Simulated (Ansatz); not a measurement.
# The perfect Pd wire of staggered 4-rings about a central row, part 2 of 4

Aim: is the Pd wire of staggered 4-rings about a central row a metal or a semiconductor?

Ansatz 0.2.0; DFT PBE, plane waves, PAW; relaxation of a wire's period (the session's first sound run).

So far. Step 2 (Relaxing the period): The cell's length comes to 4.797 Å with an absolute moment of 4.36 μB a cell.

**3. The perfect wire**

This step: DFT PBE, plane waves, PAW; channels and complex bands of a perfect wire (Ansatz 0.2.0).

At the relaxed period the Bloch states of the perfect wire are found at each energy: those that move forward count the open channels, and those that decay describe how a disturbance dies away inside the wire itself. An energy step of 0.035 eV is under the 0.039 eV that the program asks for its thermal average at 300 K.

input.yaml reads:

```yaml
crystal:
  lattice:
    - [11.48, 0.0, 0.0]
    - [0.0, 11.48, 0.0]
    - [0.0, 0.0, 4.7965220552]
  atoms:
    - { symbol: Pd, position: [0.296789744, 0.500020958, 0.0], spin: 0.35 }
    - { symbol: Pd, position: [0.500020958, 0.703252173, 0.0], spin: 0.35 }
    - { symbol: Pd, position: [0.500020958, 0.296789744, 0.0], spin: 0.35 }
    - { symbol: Pd, position: [0.703252173, 0.500020958, 0.0], spin: 0.35 }
    - { symbol: Pd, position: [0.500020958, 0.500020958, 0.250126601], spin: 0.56 }
    - { symbol: Pd, position: [0.356228976, 0.643812941, 0.5], spin: 0.35 }
    - { symbol: Pd, position: [0.356228976, 0.356228976, 0.5], spin: 0.35 }
    - { symbol: Pd, position: [0.643812941, 0.643812941, 0.5], spin: 0.35 }
    - { symbol: Pd, position: [0.643812941, 0.356228976, 0.5], spin: 0.35 }
    - { symbol: Pd, position: [0.500020958, 0.500020958, 0.749873399], spin: 0.56 }
magnetization:
  spin_polarized: true
kpoints:
  mp_grid: { grid: [1, 1, 17] }
  band_path: { path: ["Γ", Z], npoints: 50 }
scf:
  occupations: { method: fermi_dirac, width: 0.05 }
hamiltonian:
  xc: pbe
output:
  transmission:
    e_range: [-2, 2]
    de: 0.035
    kmesh: [1, 1]
    reduced_basis: true
    leads: [[0, 0]]
  dos: { e_range: [-5, 4] }
  write_potential: true
  write_density: true
  volumetric_format: npy
  elf: true
```

Launch:

```
$ ansatz run input.yaml --threads 8 --pin off --max-ram 16384MiB --backend cpu --events-out ev --progress --plain --runs-dir out
```

Numbers of over 12 decimals in the logs are rounded to 6 here.

The log of the run:

```text
[...]
Crystal: 10 atoms, lattice volume = 632.136 Å³
Basis set: ecut = 420 eV, 12281 PW (Γ)
Bands: 111, of which v1, the nominal top of the filled ones, is band 90 counted from 1 (89 counted from 0)
Symmetry: 16 space group operations
[...]
k-points: 9 of 17
[...]
Starting moments: Σ|m| = 3.92 μB on 10 of 10 sites
[...]
SCF iter   1: F=—  HF=-69725.319658 eV  |F-HF|=—  |Δ(HF+E_count)|=         —  Δρ=4.26e-2 (↑4.26e-2 ↓3.83e-2)  dr2=6.19e1  dr2_m=1.66e-1  M=2.798 μB ∫|m|=2.925 μB  β_m=0.30  ethr=3.10e-3  ⟨swp⟩=6.3  Hψ=7938  notcnv=0  defer=37
[...]
SCF iter   2: F=—  HF=-69718.771118 eV  |F-HF|=—  |Δ(HF+E_count)|=    6.55e0  Δρ=2.41e-2 (↑2.24e-2 ↓2.41e-2)  dr2=2.87e1  dr2_m=9.07e-2  M=2.994 μB ∫|m|=3.124 μB  β_m=0.30  ethr=3.10e-3  ⟨swp⟩=2.6  Hψ=3530  notcnv=0  defer=155
spin-set hold released at iteration 2 (site moments show no strong build): the magnetisation degrees of freedom join the quasi-Newton model from the next iteration; the mixer history was kept
SCF iter   3: F=—  HF=-69716.888578 eV  |F-HF|=—  |Δ(HF+E_count)|=    1.88e0  Δρ=1.59e-2 (↑1.01e-2 ↓1.59e-2)  dr2=1.18e1  dr2_m=7.60e-2  M=3.280 μB ∫|m|=3.433 μB  β_m=0.30  ethr=3.10e-3  ⟨swp⟩=2.0  Hψ=3189  notcnv=0  defer=168
[...]
SCF iter  16: F=-69716.278608 eV  HF=-69716.278608 eV  |F-HF|=6.37e-9  |Δ(HF+E_count)|=   3.45e-9  Δρ=7.41e-7 (↑2.92e-7 ↓7.41e-7)  dr2=7.47e-9  dr2_m=7.44e-10  M=4.122 μB ∫|m|=4.361 μB  ethr=9.47e-12  ⟨swp⟩=3.0  Hψ=4326  notcnv=0
SCF 1 converged in 16 iterations: F = -69716.278608 eV  dr2 = 7.47e-9
[...]
transmission: 12 of 72 steps passed
transmission: 18 of 72 steps passed
[...]
transmission: 72 of 72 steps passed
WARN: The output density's exchange-correlation potential varies sharply where the density is thin. Do not read a vacuum level from v_tot or v_xc, or from such a field of the output density. On a cell that repeats whose density bears no net charge and no dipole along the vacuum's axis use v_es (v_loc + v_h of the components); under efield.dipole_correction with no amplitude use v_es + v_field, which holds any externa [...]
NSCF: frozen V_eff on 51 k-points
SCF converged after 16 iterations
Magnetization: 4.1217 μB (92.0609 up, 87.9391 down)
Absolute magnetization: 4.3609 μB (∫|ρ↑−ρ↓|, with the PAW one-centre terms)
[...]
Per-site moments (μB) at R_I (Å): [(0.349501, 1.082190), (0.349501, 1.082190), (0.349501, 1.082190), (0.349501, 1.082190), (0.558523, 0.988782), (0.350305, 1.082472), (0.350305, 1.082472), (0.350305, 1.082472), (0.350305, 1.082472), (0.558523, 0.988782)]
Free energy (F): -69716.278608 eV
[...]
Internal energy: -69716.083115 eV  (E = F + TS)
E sigma→0 (E₀):  -69716.180862 eV
Entropy (-TS):   -0.195493 eV (-19.549 meV/atom)
Fermi energy:    1.015024 eV
[...]
--- Band table (eV; the first three rows and the last of 18) ---
  k-point 0 ↑: bands = [... 86 lower, 0.5643, 0.6406, 0.6406, 0.7018, 0.7044, 1.1029, 1.1628, 2.2867, ... 17 higher]
  k-point 1 ↑: bands = [... 86 lower, 0.5793, 0.6469, 0.6469, 0.6987, 0.7009, 1.0743, 1.1251, 2.3102, ... 17 higher]
  k-point 2 ↑: bands = [... 86 lower, 0.6303, 0.6695, 0.6695, 0.6905, 0.6917, 0.9914, 1.0156, 2.3824, ... 17 higher]
  k-point 8 ↓: bands = [... 86 lower, 0.8507, 0.8507, 0.9165, 0.9165, 1.0714, 1.0804, 1.9406, 1.9406, ... 17 higher]
--- Transmission ---
  basis      : 1153 plane waves across, 6 finite elements along
  points     : 1, standing for a mesh of 1 x 1
  filling    : by the input's occupations and mesh, since the crystals that have channels conduct as metals do. If one of these is a semiconductor, that mesh has misplaced its level
  energies   : 115 from -2.000000 to 1.990000 eV about the Fermi level, 0.035000 eV apart; the leads are filled to 0.000000 eV, and channels, transmission and decay are at -0.005000 eV
  crystal 0  : Pd10, at the sites [0, 0], period 4.7965 Å: whole cells are its period
    offset         : up to 0.0000 Å between an atom of the period and one for which it stands
    filled         : 13.2 meV under the level at which it is neutral
    channels       : 5.000000e0 up, 7.000000e0 down
    conductance    : 3.5392e14 S/m² at 300 K; may be off by some 0.2 % by where its bands' edges are placed, 1.2 % from the distance to neutral
```

It took 4.3 min on 8 threads of AMD EPYC 9R45, shared host; peak memory 4.6 GiB.

Reading the cycles: dr2 is the Hartree energy of the density residual (eV), the measure of convergence; HF is the Harris–Foulkes estimate of the energy, which meets the free energy F at convergence.

This step gave:

```
energy at zero smearing                                   : -69716.1809 eV
channels at the energy nearest the Fermi level, spin up   : 5
channels at the energy nearest the Fermi level, spin down : 7
conductance of the lead as this run defines it            : 6.020 G₀
band gap                                                  : 0 eV
```

The open channels of the lead by energy, zero at the Fermi level:

| energy (eV) | spin up | spin down |
| --- | --- | --- |
| -2.000 | 10 | 5 |
| -1.895 | 10 | 6 |
| -1.790 | 9 | 6 |
| -1.685 | 5 | 8 |
| -1.615 | 3 | 12 |
| -1.510 | 7 | 9 |
| -1.405 | 11 | 3 |
| -1.300 | 7 | 5 |
| -1.195 | 5 | 11 |
| -1.090 | 5 | 7 |
| -0.985 | 7 | 5 |
| -0.915 | 3 | 5 |
| -0.810 | 13 | 8 |
| -0.705 | 16 | 4 |
| -0.600 | 6 | 13 |
| -0.495 | 3 | 12 |
| -0.390 | 7 | 5 |
| -0.285 | 5 | 6 |
| -0.215 | 5 | 9 |
| -0.110 | 5 | 5 |
| -0.005 | 5 | 7 |
| 0.100 | 4 | 5 |
| 0.205 | 3 | 5 |
| 0.310 | 3 | 5 |
| 0.415 | 3 | 4 |
| 0.485 | 3 | 4 |
| 0.590 | 3 | 3 |
| 0.695 | 3 | 3 |
| 0.800 | 3 | 3 |
| 0.905 | 3 | 3 |
| 1.010 | 3 | 3 |
| 1.115 | 3 | 3 |
| 1.185 | 3 | 3 |
| 1.290 | 4 | 3 |
| 1.395 | 4 | 3 |
| 1.500 | 5 | 4 |
| 1.605 | 6 | 5 |
| 1.710 | 6 | 5 |
| 1.815 | 6 | 6 |
| 1.885 | 6 | 6 |

Spin up; the slowest values at each energy, most degenerate partners merged, listed up to 1.5 1/Å. The Im kz of the slowest decaying states by energy, zero at the Fermi level:

| energy (eV) | decay 1 (Å⁻¹) | decay 2 (Å⁻¹) | decay 3 (Å⁻¹) | decay 4 (Å⁻¹) |
| --- | --- | --- | --- | --- |
| -2.000 | 0.220 | 0.263 | 0.518 | 0.570 |
| -1.790 | 0.123 | 0.125 | 0.208 | 0.378 |
| -1.615 | 0.0427 | 0.0579 | 0.164 | 0.166 |
| -1.405 | 0.303 | 0.308 | 0.325 | 0.352 |
| -1.195 | 0.141 | 0.223 | 0.228 | 0.239 |
| -0.985 | 0.0360 | 0.143 | 0.144 | 0.148 |
| -0.810 | 0.126 | 0.155 | 0.356 | 0.466 |
| -0.600 | 0.0513 | 0.0559 | 0.171 | 0.220 |
| -0.390 | 0.115 | 0.123 | 0.188 | 0.193 |
| -0.215 | 0.262 | 0.326 | 0.341 | 0.378 |
| -0.005 | 0.424 | 0.431 | 0.483 | 0.489 |
| 0.205 | 0.0945 | 0.153 | 0.455 | 0.532 |
| 0.415 | 0.200 | 0.248 | 0.475 | 0.548 |
| 0.590 | 0.254 | 0.301 | 0.485 | 0.513 |
| 0.800 | 0.304 | 0.348 | 0.385 | 0.482 |
| 1.010 | 0.269 | 0.345 | 0.345 | 0.360 |
| 1.185 | 0.150 | 0.244 | 0.289 | 0.375 |
| 1.395 | 0.0331 | 0.184 | 0.406 | 0.435 |
| 1.605 | 0.435 | 0.456 | 0.474 | 0.492 |
| 1.815 | 0.457 | 0.461 | 0.473 | 0.479 |

Spin down; the slowest values at each energy, most degenerate partners merged, listed up to 1.5 1/Å. Im kz of the slowest decaying states against energy, zero at the Fermi level:

| energy (eV) | decay 1 (Å⁻¹) | decay 2 (Å⁻¹) | decay 3 (Å⁻¹) | decay 4 (Å⁻¹) |
| --- | --- | --- | --- | --- |
| -2.000 | 0.0799 | 0.121 | 0.196 | 0.220 |
| -1.790 | 0.0686 | 0.181 | 0.311 | 0.455 |
| -1.615 | 0.178 | 0.466 | 0.509 | 0.515 |
| -1.405 | 0.0631 | 0.0824 | 0.178 | 0.180 |
| -1.195 | 0.217 | 0.225 | 0.329 | 0.387 |
| -0.985 | 0.132 | 0.191 | 0.193 | 0.237 |
| -0.810 | 0.115 | 0.117 | 0.141 | 0.286 |
| -0.600 | 0.0388 | 0.204 | 0.317 | 0.418 |
| -0.390 | 0.0661 | 0.144 | 0.213 | 0.230 |
| -0.215 | 0.0876 | 0.101 | 0.293 | 0.357 |
| -0.005 | 0.180 | 0.190 | 0.327 | 0.332 |
| 0.205 | 0.286 | 0.338 | 0.351 | 0.420 |
| 0.415 | 0.0727 | 0.443 | 0.452 | 0.453 |
| 0.590 | 0.109 | 0.195 | 0.469 | 0.486 |
| 0.800 | 0.206 | 0.270 | 0.452 | 0.482 |
| 1.010 | 0.267 | 0.322 | 0.351 | 0.442 |
| 1.185 | 0.253 | 0.306 | 0.337 | 0.356 |
| 1.395 | 0.0656 | 0.206 | 0.271 | 0.346 |
| 1.605 | 0.157 | 0.380 | 0.416 | 0.465 |
| 1.815 | 0.410 | 0.438 | 0.451 | 0.474 |

Spin density in the ca plane at fractional y = 0.500, with atoms of Pd within 0.2 Å of it.

Ten even steps from '0' (0.00 e/Å³) to '9' (0.39 e/Å³), each cell a mean:
```
00000000000000
00000000000000
00000000000000
00000000000000
10000000000000
53100000000014
64100000000025
84100000000026
31000000000002
00000000000000
00344200034420
01598300159830
01588300158730
00122100012100
00000000000000
63000000000015
74100000000025
64100000000025
21000000000012
00000000000000
00000000000000
00000000000000
00000000000000
00000000000000
```
Columns run along c (4.8 Å), rows up along a (11.5 Å). Atoms in or near the plane, at fractional coordinates: Pd at (0.00, 0.30), Pd at (0.00, 0.70), Pd at (0.25, 0.50), Pd at (0.75, 0.50).

Electrostatic potential energy in the ca plane at fractional y = 0.500, with atoms of Pd within 0.2 Å of it. With pseudopotentials it is smooth inside the atoms' cores, unlike the true potential.

Ten even steps from '0' (-61 eV) to '9' (6 eV), each cell a mean:
```
99999999999999
99999999999999
99999999999999
99999999999999
89999999999998
35799999999864
01589999999730
02589999999741
56899999999975
88888999988888
87433688743368
85100268510026
86201378620137
98656799865678
78899999999988
24799999999863
01589999999730
12699999999841
67899999999986
99999999999999
99999999999999
99999999999999
99999999999999
99999999999999
```
Columns run along c (4.8 Å; values clipped at the 3rd and 97th percentile), rows up along a (11.5 Å). Atoms in or near the plane, at fractional coordinates: Pd at (0.00, 0.30), Pd at (0.00, 0.70), Pd at (0.25, 0.50), Pd at (0.75, 0.50).

ELF of down spins in the ca plane at fractional y = 0.500, with atoms of Pd within 0.2 Å of it. It is the smooth field of the valence electrons, not physical close to the nuclei.

Values, 24 rows by 14 columns, each cell a mean:
```
0.00 0.00 0.00 0.00 0.00 0.00 0.00 0.00 0.00 0.00 0.00 0.00 0.00 0.00
0.00 0.00 0.00 0.00 0.00 0.00 0.00 0.00 0.00 0.00 0.00 0.00 0.00 0.00
0.01 0.01 0.01 0.01 0.01 0.01 0.01 0.01 0.01 0.01 0.01 0.01 0.01 0.01
0.04 0.04 0.03 0.03 0.03 0.03 0.03 0.03 0.03 0.03 0.03 0.03 0.03 0.04
0.14 0.12 0.09 0.07 0.07 0.07 0.07 0.07 0.07 0.07 0.07 0.08 0.10 0.13
0.46 0.41 0.28 0.15 0.12 0.11 0.10 0.10 0.10 0.11 0.13 0.19 0.34 0.44
0.35 0.51 0.49 0.25 0.16 0.14 0.13 0.12 0.13 0.15 0.18 0.35 0.53 0.45
0.40 0.51 0.45 0.23 0.18 0.16 0.14 0.13 0.15 0.17 0.19 0.32 0.50 0.47
0.39 0.36 0.27 0.21 0.20 0.19 0.16 0.16 0.17 0.19 0.20 0.22 0.31 0.38
0.24 0.24 0.25 0.25 0.22 0.20 0.21 0.22 0.20 0.20 0.24 0.25 0.25 0.24
0.24 0.29 0.43 0.49 0.47 0.36 0.23 0.23 0.27 0.41 0.49 0.48 0.37 0.25
0.25 0.41 0.50 0.35 0.42 0.50 0.32 0.25 0.41 0.50 0.35 0.42 0.50 0.32
0.24 0.36 0.50 0.45 0.48 0.46 0.29 0.24 0.36 0.50 0.45 0.48 0.47 0.29
0.25 0.25 0.34 0.40 0.36 0.26 0.21 0.23 0.22 0.30 0.39 0.38 0.30 0.24
0.26 0.26 0.24 0.22 0.20 0.19 0.19 0.19 0.19 0.19 0.21 0.23 0.25 0.26
0.46 0.45 0.33 0.21 0.19 0.17 0.15 0.14 0.16 0.18 0.19 0.25 0.39 0.47
0.31 0.50 0.50 0.25 0.17 0.15 0.13 0.13 0.14 0.16 0.19 0.36 0.54 0.42
0.45 0.51 0.42 0.21 0.15 0.13 0.12 0.12 0.12 0.13 0.16 0.29 0.48 0.50
0.33 0.27 0.18 0.11 0.10 0.09 0.09 0.09 0.09 0.09 0.10 0.13 0.21 0.31
0.07 0.07 0.06 0.05 0.05 0.05 0.05 0.05 0.05 0.05 0.05 0.05 0.06 0.07
0.02 0.02 0.02 0.02 0.02 0.02 0.02 0.02 0.02 0.02 0.02 0.02 0.02 0.02
0.01 0.01 0.01 0.01 0.01 0.01 0.01 0.01 0.01 0.01 0.01 0.01 0.01 0.01
0.00 0.00 0.00 0.00 0.00 0.00 0.00 0.00 0.00 0.00 0.00 0.00 0.00 0.00
0.00 0.00 0.00 0.00 0.00 0.00 0.00 0.00 0.00 0.00 0.00 0.00 0.00 0.00
```
Columns run along c (4.8 Å), rows up along a (11.5 Å). Atoms in or near the plane, at fractional coordinates: Pd at (0.00, 0.30), Pd at (0.00, 0.70), Pd at (0.25, 0.50), Pd at (0.75, 0.50).

By hand: the program gives 3.5392 × 10^14 S/m² over the cell's cross-section of 131.79 Å² = 1.318 × 10^-18 m², so one cell conducts 4.664 × 10^-4 S. Divided by G0 = 2e²/h = 7.748 × 10^-5 S this is 6.02 G0, a resistance of 2.14 kΩ.

At the computed energy nearest the Fermi level there are 5 spin-up and 7 spin-down channels, and the thermal average gives 6.02 G₀.

**4. Levels at the same atoms, level LDA, cutoff 420 eV**

This step: DFT LDA, plane waves, PAW; bands of a perfect wire at the PBE geometry (Ansatz 0.2.0).

The atoms stay at the PBE geometry and the functional changes. At fixed atoms LDA and the gradient-corrected functionals usually give like bands; this run checks that. Against the first PBE run of this kind, the mesh along the wire has 13 points against 17.

input.yaml: that of step 3 with these lines changed.

```diff
@@ -19,3 +19,3 @@
 kpoints:
-  mp_grid: { grid: [1, 1, 17] }
+  mp_grid: { grid: [1, 1, 13] }
   band_path: { path: ["Γ", Z], npoints: 50 }
@@ -24,14 +24,2 @@
 hamiltonian:
-  xc: pbe
-output:
-  transmission:
-    e_range: [-2, 2]
-    de: 0.035
-    kmesh: [1, 1]
-    reduced_basis: true
-    leads: [[0, 0]]
-  dos: { e_range: [-5, 4] }
-  write_potential: true
-  write_density: true
-  volumetric_format: npy
-  elf: true
+  xc: lda
```

The log of the run:

```text
[...]
Crystal: 10 atoms, lattice volume = 632.136 Å³
Basis set: ecut = 420 eV, 12281 PW (Γ)
Bands: 111, of which v1, the nominal top of the filled ones, is band 90 counted from 1 (89 counted from 0)
Symmetry: 16 space group operations
[...]
k-points: 7 of 13
[...]
Starting moments: Σ|m| = 3.92 μB on 10 of 10 sites
[...]
SCF iter   1: F=—  HF=-68441.404982 eV  |F-HF|=—  |Δ(HF+E_count)|=         —  Δρ=4.83e-2 (↑4.83e-2 ↓4.24e-2)  dr2=7.58e1  dr2_m=1.83e-1  M=2.714 μB ∫|m|=2.828 μB  β_m=0.30  ethr=3.10e-3  ⟨swp⟩=7.2  Hψ=6372  notcnv=0  defer=37
[...]
SCF iter  14: F=-68429.107148 eV  HF=-68429.107148 eV  |F-HF|=1.60e-8  |Δ(HF+E_count)|=   2.62e-8  Δρ=1.06e-6 (↑1.06e-6 ↓7.40e-7)  dr2=2.50e-8  dr2_m=1.87e-9  M=3.910 μB ∫|m|=4.014 μB  ethr=5.56e-11  ⟨swp⟩=13.3  Hψ=5932  notcnv=0
SCF 1 converged in 14 iterations: F = -68429.107148 eV  dr2 = 2.50e-8
[...]
SCF converged after 14 iterations
Magnetization: 3.9102 μB (91.9551 up, 88.0449 down)
Absolute magnetization: 4.0137 μB (∫|ρ↑−ρ↓|, with the PAW one-centre terms)
[...]
Per-site moments (μB) at R_I (Å): [(0.325346, 1.082190), (0.325346, 1.082190), (0.325346, 1.082190), (0.325346, 1.082190), (0.518798, 0.988782), (0.326182, 1.082472), (0.326182, 1.082472), (0.326182, 1.082472), (0.326182, 1.082472), (0.518798, 0.988782)]
Free energy (F): -68429.107148 eV
[...]
Internal energy: -68428.893696 eV  (E = F + TS)
E sigma→0 (E₀):  -68429.000422 eV
Entropy (-TS):   -0.213453 eV (-21.345 meV/atom)
Fermi energy:    0.620428 eV
[...]
--- Band table (eV; the first three rows and the last of 14) ---
  k-point 0 ↑: bands = [... 86 lower, 0.2299, 0.3197, 0.3197, 0.3757, 0.3776, 0.7698, 0.8184, 1.9129, ... 17 higher]
  k-point 1 ↑: bands = [... 86 lower, 0.2789, 0.3294, 0.3294, 0.3706, 0.3719, 0.7202, 0.7542, 1.9525, ... 17 higher]
  k-point 2 ↑: bands = [... 86 lower, 0.3355, 0.3587, 0.3588, 0.3640, 0.3640, 0.5717, 0.5793, 2.0761, ... 17 higher]
  k-point 6 ↓: bands = [... 86 lower, 0.4600, 0.4600, 0.5281, 0.5281, 0.6656, 0.6738, 1.4553, 1.4553, ... 17 higher]
```

It took 15 s on 8 threads; peak memory 4.4 GiB; 1.9 min of CPU time.

This step gave:

```yaml
energy_at_zero_smearing: -68429.0004 eV
total_moment: 3.910 μB
absolute_moment: 4.014 μB
```

Site moment by atom:

| atom | site moment (μB) |
| --- | --- |
| Pd1 | 0.325 |
| Pd2 | 0.325 |
| Pd3 | 0.325 |
| Pd4 | 0.325 |
| Pd5 | 0.519 |
| Pd6 | 0.326 |
| Pd7 | 0.326 |
| Pd8 | 0.326 |
| Pd9 | 0.326 |
| Pd10 | 0.519 |

Bands cross the Fermi level, as under PBE at the relaxed period, with an absolute moment of 4.01 μB a cell.

**5. Another level of theory, level PBEsol, cutoff 420 eV**

This step: DFT PBEsol, plane waves, PAW; bands of a perfect wire at the PBE geometry (Ansatz 0.2.0).

The atoms stay at the PBE geometry and the functional changes. At fixed atoms LDA and the gradient-corrected functionals usually give like bands; this run checks that. Against the first PBE run of this kind, the mesh along the wire has 13 points against 17.

input.yaml: that of step 4 with these lines changed.

```diff
@@ -24,2 +24,2 @@
 hamiltonian:
-  xc: lda
+  xc: pbesol
```

The log of the run:

```text
[...]
Crystal: 10 atoms, lattice volume = 632.136 Å³
Basis set: ecut = 420 eV, 12281 PW (Γ)
Bands: 111, of which v1, the nominal top of the filled ones, is band 90 counted from 1 (89 counted from 0)
Symmetry: 16 space group operations
[...]
k-points: 7 of 13
[...]
Starting moments: Σ|m| = 3.92 μB on 10 of 10 sites
[...]
k-point 0 ↑: bands = [... 86 lower, 0.4604, 0.5467, 0.5467, 0.6066, 0.6087, 1.0111, 1.0609, 2.1920, ... 17 higher]
  k-point 1 ↑: bands = [... 86 lower, 0.5016, 0.5570, 0.5570, 0.6014, 0.6030, 0.9620, 0.9967, 2.2319, ... 17 higher]
  k-point 2 ↑: bands = [... 86 lower, 0.5598, 0.5894, 0.5894, 0.5974, 0.5974, 0.8140, 0.8223, 2.3558, ... 17 higher]
  k-point 6 ↓: bands = [... 86 lower, 0.7415, 0.7415, 0.8239, 0.8239, 0.9678, 0.9759, 1.7652, 1.7652, ... 17 higher]
[key lines of the parts left out:]
SCF converged after 15 iterations
Magnetization: 4.2521 μB (92.1260 up, 87.8740 down)
Free energy (F): -69051.612266 eV
Fermi energy:    0.910744 eV
```

Run time: 15 s. Hardware: 8 threads; peak memory 4.4 GiB.

Bands cross the Fermi level, as under PBE at the relaxed period, with an absolute moment of 4.43 μB a cell.

**6. Another level of theory, level r2SCAN, cutoff 500 eV**

This step: DFT r2SCAN, plane waves, PAW; bands of a perfect wire at the PBE geometry (Ansatz 0.2.0).

The atoms stay at the PBE geometry and the functional changes. r2SCAN also reads the kinetic-energy density; it often gives larger moments and wider gaps than PBE, at a higher cost. Against the first PBE run of this kind, the cutoff is 500 eV against 420 and the mesh along the wire has 13 points against 17.

input.yaml: that of step 5 with these lines changed.

```diff
@@ -24,2 +24,2 @@
 hamiltonian:
-  xc: pbesol
+  xc: r2scan
```

The log of the run:

```text
[...]
Crystal: 10 atoms, lattice volume = 632.136 Å³
Basis set: ecut = 500 eV, 16041 PW (Γ), exchange–correlation on 360×360×144 points (64 copies of the dense FFT grid, shifted against one another)
Bands: 111, of which v1, the nominal top of the filled ones, is band 90 counted from 1 (89 counted from 0)
Symmetry: 16 space group operations
[...]
k-points: 7 of 13
[...]
k-point 0 ↑: bands = [... 86 lower, 0.4245, 0.4732, 0.4732, 0.4953, 0.4982, 0.8789, 0.9837, 2.3881, ... 17 higher]
  k-point 1 ↑: bands = [... 86 lower, 0.4262, 0.4890, 0.4915, 0.4998, 0.4998, 0.8310, 0.9176, 2.4309, ... 17 higher]
  k-point 2 ↑: bands = [... 86 lower, 0.4268, 0.4727, 0.4738, 0.5849, 0.5849, 0.6945, 0.7285, 2.5627, ... 17 higher]
  k-point 6 ↓: bands = [... 86 lower, 0.8877, 0.8877, 1.0275, 1.0275, 1.1936, 1.2016, 2.0672, 2.0672, ... 17 higher]
[key lines of the parts left out:]
SCF converged after 15 iterations
Magnetization: 5.2650 μB (92.6325 up, 87.3675 down)
Free energy (F): -69843.909453 eV
Fermi energy:    1.080610 eV
```

It took 26 s on 8 threads; peak memory 6.4 GiB; 3.4 min of CPU time.

Bands cross the Fermi level, as under PBE at the relaxed period, with an absolute moment of 5.73 μB a cell.

[end of part 2 of 4]

[Logs are printed without paths, hosts, clocks, repeated set-up lines and the standing remarks that a program may print on its own settings, such as how far it seeks lower states.]

[Hosts, paths, dates, database ids (printed as entryN), source tags and the programs' standing remarks are cut or masked in the printed files.]
